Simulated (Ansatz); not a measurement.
## Moving the knobs of a GW run on BaZnPF (P4/nmm)

Aim: change settings of a G0W0 run on BaZnPF (P4/nmm) and see what moves.

Calculated with Ansatz 0.2.0; G0W0 on PBE, plane waves, PAW; PAW set soft_1.

**1. The starting structure**

Symmetry: P4/nmm, No. 129, tetragonal system. Conventional cell: a = 4.156 Å, b = 4.156 Å, c = 9.457 Å, α = 90.00°, β = 90.00°, γ = 90.00°. Nearest to Ba lie 4 F at 2.62 Å and 4 P at 3.41 Å. Zn has 4 P at 2.51 Å nearest. P has 4 Zn at 2.51 Å and 4 Ba at 3.41 Å nearest. Nearest to F lie 4 Ba at 2.62 Å. Farther neighbours and most contacts between anions are not listed.

Coordinates:

```cif
data_structure
_symmetry_space_group_name_H-M 'P4/nmm:1'
_symmetry_Int_Tables_number 129
_cell_length_a 4.1563
_cell_length_b 4.1563
_cell_length_c 9.4574
_cell_angle_alpha 90.000
_cell_angle_beta 90.000
_cell_angle_gamma 90.000
_cell_volume 163.38
loop_
_atom_site_label
_atom_site_type_symbol
_atom_site_symmetry_multiplicity
_atom_site_Wyckoff_symbol
_atom_site_fract_x
_atom_site_fract_y
_atom_site_fract_z
_atom_site_occupancy
Ba1 Ba 2 c 0.50000 0.00000 0.33177 1
Zn1 Zn 2 a 0.50000 0.50000 0.00000 1
P1 P 2 c 0.00000 0.50000 0.14910 1
F1 F 2 b 0.50000 0.50000 0.50000 1
```

The cell and positions come from the Crystallography Open Database and are kept as given unless a step says otherwise. Spin-orbit coupling is left out unless a step names it.

**2. The base run: 4×4×2 mesh, 370 empty bands, screening to 100 eV, plasmon pole, PAW set soft_1 files**

Now the one-shot GW correction: screening in the RPA, then the self-energy of the levels asked for. This step takes PAW set soft_1 files.

The input, input.yaml:

```yaml
crystal:
  lattice:
    - [4.15634, 0.0, 0.0]
    - [0.0, 4.15634, 0.0]
    - [0.0, 0.0, 9.45743]
  atoms:
    - { symbol: Ba, position: [0.5, 0.0, 0.33177] }
    - { symbol: Ba, position: [0.0, 0.5, 0.66823] }
    - { symbol: Zn, position: [0.5, 0.5, 0.0] }
    - { symbol: Zn, position: [0.0, 0.0, 0.0] }
    - { symbol: P, position: [0.0, 0.5, 0.1491] }
    - { symbol: P, position: [0.5, 0.0, 0.8509] }
    - { symbol: F, position: [0.5, 0.5, 0.5] }
    - { symbol: F, position: [0.0, 0.0, 0.5] }
kpoints:
  mp_grid: { grid: [4, 4, 2] }
hamiltonian:
  xc: pbe
  pseudopotentials: { kind: paw, azcp: { folder: soft_1 } }
scf:
  occupations: { method: fixed }
gw:
  n_empty_bands: 370
  ecut_chi: 100
  qp_bands: [v2, c2]
  qp_kpoints: band_edges
  screening: { model: godby_needs }
```

The run is started by

```
$ ansatz run input.yaml --threads 2 --pin off --max-ram 92160MiB --backend cuda --events-out ev --progress --plain --runs-dir out --devices 1 --max-vram 13GiB
```

Numbers of over 12 decimals in the logs are rounded to 6 here.

Log:

```text
GPUs: using 1 of 1 available (devices: 1).
Engine: ansatz 0.2.0, x86_64-unknown-linux-gnu
Pseudopotentials: kind: paw
Pseudopotential: Ba, paw, valence charge 10, recommended cutoff 420 eV (normal), soft_1/Ba.paw.azcp
Pseudopotential: Zn, paw, valence charge 12, recommended cutoff 420 eV (normal), soft_1/Zn.paw.azcp
Pseudopotential: P, paw, valence charge 5, recommended cutoff 420 eV (normal), soft_1/P.paw.azcp
Pseudopotential: F, paw, valence charge 7, recommended cutoff 420 eV (normal), soft_1/F.paw.azcp
Functional definition: PBE
  parameter kappa = 0.804
  parameter beta = 0.066725
  exchange = pbe_x(kappa = kappa, mu = beta*pi^2/3)
  correlation = pbe_c(beta = beta)
device memory: the entry about to start is reckoned to put 1.4 GiB on a device that reports 51.3 GiB free (of which the cap on the GPU budget leaves the run 13.0 GiB)
GPU FFT provider: cuFFT
GPU libraries: cuBLAS 13.8.2, cuFFT 12.4.0, cuSOLVER 12.3.4
Crystal: 8 atoms, lattice volume = 163.379 Å³
Basis set: ecut = 420 eV, 3159 PW (Γ)
Bands: 42, of which v1, the nominal top of the filled ones, is band 34 counted from 1 (33 counted from 0)
Symmetry: 16 space group operations
Space group: P4/nmm (ITA 129), of the structure as read, at distance tolerance 5.5e-5 Å
k-points: 12 of 32
Non-local potential: Ba, projectors of the file, l = 0: 3, l = 1: 2, l = 2: 2, l = 3: 2
Non-local potential: Zn, projectors of the file, l = 0: 2, l = 1: 2, l = 2: 3, l = 3: 1
Non-local potential: P, projectors of the file, l = 0: 2, l = 1: 2, l = 2: 1
Non-local potential: F, projectors of the file, l = 0: 2, l = 1: 2, l = 2: 1
PAW form: soft (Blöchl's): semilocal exchange-correlation on the pseudo side does not see the compensation charge
PAW one-centre angular grid: Ba, 194 points (default); XC on 64 Gauss nodes
PAW one-centre angular grid: Zn, 590 points (default); XC on 64 Gauss nodes
PAW one-centre angular grid: P, 110 points (default); XC on 64 Gauss nodes
PAW one-centre angular grid: F, 110 points (default); XC on 64 Gauss nodes
Initial density: superposition of atomic densities (chi_scale 0.1, normalization cell, long waves 94 % of neutral atoms (reshape's long-wave potential 1.94 eV rms, cloud 3.22 Å wide))
Initial wavefunctions: pseudopotential atomic-orbital guess
GPU buffer pool allocated for 57600 grid points (all kernels)
GPU transforms: local potential and band sums: pruned to the plane-wave sphere, on 27×27×64
Functional: x = pbe(κ = 0.804, μ = 0.219515), c = pbe(β = 0.066725)
SCF iter   1: F=—  HF=-21730.007393 eV  |F-HF|=—  |Δ(HF+E_count)|=         —  Δρ=4.95e-1  dr2=1.13e3  ethr=3.10e-3  ⟨swp⟩=5.9  Hψ=2268  notcnv=0  defer=62
preconditioner: auto → Resta (q_TF=auto, 2.357 Å⁻¹)  ε∞=5.1  [insulator: Δε(μ)=0.047 eV  Ē_g=11.546 eV  n_scr=38 (ndim 8)  ℏωp=23.2 eV  f_vac=0.000  ε∞_Penn≈5.1]
[...]
E_band       = -39.176458
  E_kinetic    = 1147.524045
  E_local      = -6444.984110  (includes V_loc(G=0)·N_el)
  E_nonlocal   = 2063.862890
  E_hartree    = 2479.308278
  E_xc         = -855.529437
  E_vxc        = -681.095643  (∫ρ·V_xc dr)
  E_paw        = -15711.288806  (= ΣΔE_a)
  E_vpaw       = -1083.114505  (= ΣTr[D̂ρ^β])
  E_aug_tail   = 0.000847  (compensation charges beyond the density's cutoff)
  E_ewald      = -4354.056797
  E_smearing   = -0.000000  (= −TS)
  E_closure    = 0.000000  (closes the sum)
  Σ components = -21675.163090   (vs F -21675.163090, Δ=0.00e0)
--- Band table (eV; the first three rows and the last of 12) ---
  k-point 0: bands = [... 30 lower, 6.3017, 7.9497, 8.4923, 8.4923, 8.9169, 10.1166, 10.7925, 10.9150, ... 4 higher]
  k-point 1: bands = [... 30 lower, 6.3001, 7.6929, 8.4865, 8.4865, 9.0222, 10.2518, 10.3402, 11.4957, ... 4 higher]
  k-point 2: bands = [... 30 lower, 6.7118, 7.2571, 7.9723, 8.2658, 9.9655, 11.0607, 11.2548, 11.9465, ... 4 higher]
  k-point 11: bands = [... 30 lower, 6.0887, 6.0887, 6.1002, 6.1002, 11.1967, 11.1967, 11.7670, 11.7670, ... 4 higher]
--- G₀W₀: ω_p = 23.9560 eV, 32 q-points, 370 empty bands' worth ---
  eigenvalues of the whole cell's RPA ε∞ on this k-mesh (on a slab, of 1 + 4πα/V) = 4.5133, 10.0746, 10.0746; static W/v taken at q = 0 is 0.116345
  GN-PPA: 1179994/4440569 pairs with Re ω̃² < 0 across q-mesh
  gw.qp_kpoints: band_edges: 8 of 12 stored k-points solved, in 1 pass; an edge of the gap read off the rows below is read off those points alone
    valence top: of the k-points left out ik 7 came nearest to being solved in a further pass, in band 34 (counted from 1, as in the quasiparticle table): it holds the edge there only if its correction is more favourable than any solved in that band by at least 0.808 eV; those differ by 0.120 eV
    conduction bottom: of the k-points left out ik 8 came nearest to being solved in a further pass, in band 36 (counted from 1, as in the quasiparticle table): it holds the edge there only if its correction is more favourable than any solved in that band by at least 2.065 eV; those differ by 0.206 eV
    ik  band        ε_KS         Σx   Σc(E_QP)       V_xc       Z   E_QP_lin       E_QP  E_QP is
     0    33      8.4923   -18.1331     1.5140   -16.0471  0.7799     7.9186     7.9203  root
     0    34      8.4923   -18.1331     1.5140   -16.0471  0.7799     7.9186     7.9203  root
     0    35      8.9169    -9.2376    -3.4989   -13.1019  0.8022     9.2830     9.2823  root
     0    36     10.1166    -8.7832    -3.5560   -12.5042  0.8061    10.2818    10.2816  root
     1    33      8.4865   -18.0946     1.5084   -16.0131  0.7800     7.9117     7.9134  root
     1    34      8.4865   -18.0946     1.5084   -16.0131  0.7800     7.9117     7.9134  root
     1    35      9.0222    -9.6648    -3.4812   -13.5411  0.7998     9.4181     9.4173  root
     1    36     10.2518    -8.3638    -3.6760   -12.2218  0.8059    10.4340    10.4338  root
[...]
11    33      6.1002   -15.6355     2.0689   -12.8748  0.7734     5.4064     5.4085  root
    11    34      6.1002   -15.6355     2.0689   -12.8748  0.7734     5.4064     5.4085  root
    11    35     11.1967    -8.4219    -3.7779   -12.4214  0.8058    11.4186    11.4182  root
    11    36     11.1967    -8.4219    -3.7779   -12.4214  0.8058    11.4186    11.4182  root
[key lines of the parts left out:]
SCF converged after 14 iterations
Free energy (F): -21675.163090 eV
Fermi energy:    8.492344 eV
```

Elapsed: 21 s, on 1 × NVIDIA H100 80GB HBM3 (shared by 6 runs) with 2 threads of AMD EPYC 7R13 (Zen 3), shared host; peak memory 1.8 GiB.

In the SCF lines HF is the Harris–Foulkes energy and dr2 the Hartree energy of the density residual, in eV; the loop may stop once dr2 is under the threshold and the program's other checks hold. Hψ counts applications of the Hamiltonian.

Numbers from this step:

```yaml
bands_summed: 404
plasmon_pole_fit_frequency: 23.96 eV
rpa_eps_infinity_on_this_mesh_eigenvalues: 4.513, 10.07, 10.07
plane_waves_in_the_screening_matrix: 379
q_points_in_the_mesh: 32
g0w0_gap_on_the_mesh: 1.362 eV
k_of_the_valence_top: 0, 0, 0
k_of_the_conduction_bottom: 0, 0, 0
starting_gap_on_the_mesh: 0.4246 eV
z_at_the_valence_top: 0.7799
z_at_the_conduction_bottom: 0.8022
least_direct_g0w0_gap_on_the_computed_points: 1.362 eV
```

The gap on the mesh goes from 0.42 eV to 1.36 eV, a correction of +0.94 eV. Between the two edge states, bare exchange in place of the xc potential would open the gap by 5.95 eV, and correlation takes back 5.01 eV.

**3. Variant: plasmon pole at a typed frequency**

input.yaml: that of step 2 with these lines changed.

```diff
@@ -27 +27,2 @@
   screening: { model: godby_needs }
+  plasmon_pole_fit_frequency: 5
```

Log:

```text
GPUs: using 1 of 1 available (devices: 1).
[...]
GPU FFT provider: cuFFT
GPU libraries: cuBLAS 13.8.2, cuFFT 12.4.0, cuSOLVER 12.3.4
Crystal: 8 atoms, lattice volume = 163.379 Å³
Basis set: ecut = 420 eV, 3159 PW (Γ)
Bands: 42, of which v1, the nominal top of the filled ones, is band 34 counted from 1 (33 counted from 0)
[... 1 set-up line as in the run before ...]
[...]
k-points: 12 of 32
[...]
GPU buffer pool allocated for 57600 grid points (all kernels)
[...]
SCF iter   1: F=—  HF=-21730.007393 eV  |F-HF|=—  |Δ(HF+E_count)|=         —  Δρ=4.95e-1  dr2=1.13e3  ethr=3.10e-3  ⟨swp⟩=5.9  Hψ=2268  notcnv=0  defer=62
[...]
SCF iter  14: F=-21675.163090 eV  HF=-21675.163090 eV  |F-HF|=8.66e-8  |Δ(HF+E_count)|=   9.89e-8  Δρ=1.00e-5  dr2=8.89e-8  ethr=1.47e-10  ⟨swp⟩=15.9  Hψ=2832  notcnv=0
SCF 1 converged in 14 iterations: F = -21675.163090 eV  dr2 = 8.89e-8
[...]
NSCF: frozen V_eff on 12 k-points
[...]
G₀W₀ screening: q 1/12
[... further progress lines ...]
SCF converged after 14 iterations
Free energy (F): -21675.163090 eV
[...]
Internal energy: -21675.163090 eV  (E = F + TS)
E sigma→0 (E₀):  -21675.163090 eV
Fermi energy:    8.492344 eV
[...]
--- Band table (eV; the first three rows and the last of 12) ---
  k-point 0: bands = [... 30 lower, 6.3017, 7.9497, 8.4923, 8.4923, 8.9169, 10.1166, 10.7925, 10.9150, ... 4 higher]
  k-point 1: bands = [... 30 lower, 6.3001, 7.6929, 8.4865, 8.4865, 9.0222, 10.2518, 10.3402, 11.4957, ... 4 higher]
  k-point 2: bands = [... 30 lower, 6.7118, 7.2571, 7.9723, 8.2658, 9.9655, 11.0607, 11.2548, 11.9465, ... 4 higher]
  k-point 11: bands = [... 30 lower, 6.0887, 6.0887, 6.1002, 6.1002, 11.1967, 11.1967, 11.7670, 11.7670, ... 4 higher]
--- G₀W₀: ω_p = 5.0000 eV, 32 q-points, 370 empty bands' worth ---
[...]
GN-PPA: 1405592/4440569 pairs with Re ω̃² < 0 across q-mesh
[...]
0    33      8.4923   -18.1331     1.6975   -16.0471  0.7405     8.1024     8.1038  root
     0    34      8.4923   -18.1331     1.6975   -16.0471  0.7405     8.1024     8.1038  root
     0    35      8.9169    -9.2376    -3.3138   -13.1019  0.7644     9.4700     9.4674  root
     0    36     10.1166    -8.7832    -3.3865   -12.5042  0.7671    10.4524    10.4512  root
     1    33      8.4865   -18.0946     1.6925   -16.0131  0.7406     8.0961     8.0975  root
     1    34      8.4865   -18.0946     1.6925   -16.0131  0.7406     8.0961     8.0975  root
     1    35      9.0222    -9.6648    -3.3004   -13.5411  0.7623     9.6010     9.5981  root
     1    36     10.2518    -8.3638    -3.5093   -12.2218  0.7669    10.6017    10.6004  root
[...]
11    33      6.1002   -15.6355     2.3346   -12.8748  0.7246     5.6722     5.6742  root
    11    34      6.1002   -15.6355     2.3346   -12.8748  0.7246     5.6722     5.6742  root
    11    35     11.1967    -8.4219    -3.6211   -12.4214  0.7653    11.5767    11.5751  root
    11    36     11.1967    -8.4219    -3.6211   -12.4214  0.7653    11.5767    11.5751  root
```

Elapsed: 29 s, on 1 × NVIDIA H100 80GB HBM3 (shared by 6 runs) with 2 threads; peak memory 1.7 GiB; 44 s of CPU time.

The G0W0 gap on the mesh is 1.364 eV.

Against the base:

```tsv
setting	base	variant
plasmon pole fit frequency	-	5
```

```tsv
quantity	variant	base
starting gap on the mesh	0.425	0.425
G0W0 gap on the mesh	1.364	1.362
least direct G0W0 gap on the computed points	1.364	1.362
Z at the valence top	0.741	0.780
Z at the conduction bottom	0.764	0.802
```

**4. Summary of results**

```
base                              : 1.36 eV, 21 s
plasmon pole at a typed frequency : 1.36 eV, 29 s
```

**Reading.** Plasmon pole at a typed frequency: the gap moves by +0.002 eV. All runs here use a coarse mesh and modest cutoffs; they test settings and are not final values. The 4×4×2 mesh is coarse for this cell (its supercell is 17 Å along the shortest edge). The RPA ε∞ on it, from the PBE start, is 4.51 and 10.07; such meshes misread the long-range screening, most where the gap is narrow. A d shell, filled or nearly so, lies near the gap. One-shot GW converges very slowly in bands there, not always from below, and on a semilocal start the gap tends to come out low; starts rich in exact exchange can overshoot instead. The many-body steps are scalar-relativistic: spin-orbit coupling is not in them.

[Paths, hosts, dates, memory and timing lines, banners, echoed tables and standing remarks are left out of the program output.]

[Logs are printed without paths, hosts, clocks, repeated set-up lines and the standing remarks that a program may print on its own settings, such as how far it seeks lower states.]

[Runs of the session that timed out or met a known fault of the program may be left out.]

[Cells called generated may have been cut or substituted from an entry of the Crystallography Open Database or the Materials Project.]

[Hosts, paths, dates, database ids (printed as entryN), source tags and the programs' standing remarks are cut or masked in the printed files.]
